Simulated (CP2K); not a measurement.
Two runs for the Cl L₂,₃ edge of trichlorofluoromethane. Run A: CP2K XAS_TDP, all-electron GAPW, PBEh(45%), aug-pc-1, TDA, ZORA, spin–orbit coupling. Run B differs in one setting.

First lines with a strength over 0.0003. A:

| atom | energy (eV) | states | strength, one atom |
| --- | --- | --- | --- |
| Cl3 (bonded to C), 3 alike | 198.26 | 2 | 0.0054 |
|  | 199.77 | 2 | 0.0035 |
|  | 201.74 | 2 | 0.0010 |
|  | 201.88 | 3 | 0.0007 |
|  | 202.07 | 1 | 0.0004 |

B:

| atom | energy (eV) | states | strength, one atom |
| --- | --- | --- | --- |
| Cl3 (bonded to C), 3 alike | 201.95 | 2 | 0.0050 |
|  | 203.45 | 2 | 0.0036 |
|  | 205.44 | 2 | 0.0010 |
|  | 205.53 | 3 | 0.0008 |
|  | 205.77 | 1 | 0.0004 |

Which was it: the basis, the functional, GW2X switched on?

GW2X switched on. GW2X shifts the lines nearly together; each 2p level gets its own shift. The lowest line over the strength cut lies at 201.95 eV, against 198.26 eV (PBEh(45%), aug-pc-1).

[Hosts, paths, dates, database ids (printed as entryN), source tags and the programs' standing remarks are cut or masked in the printed files.]
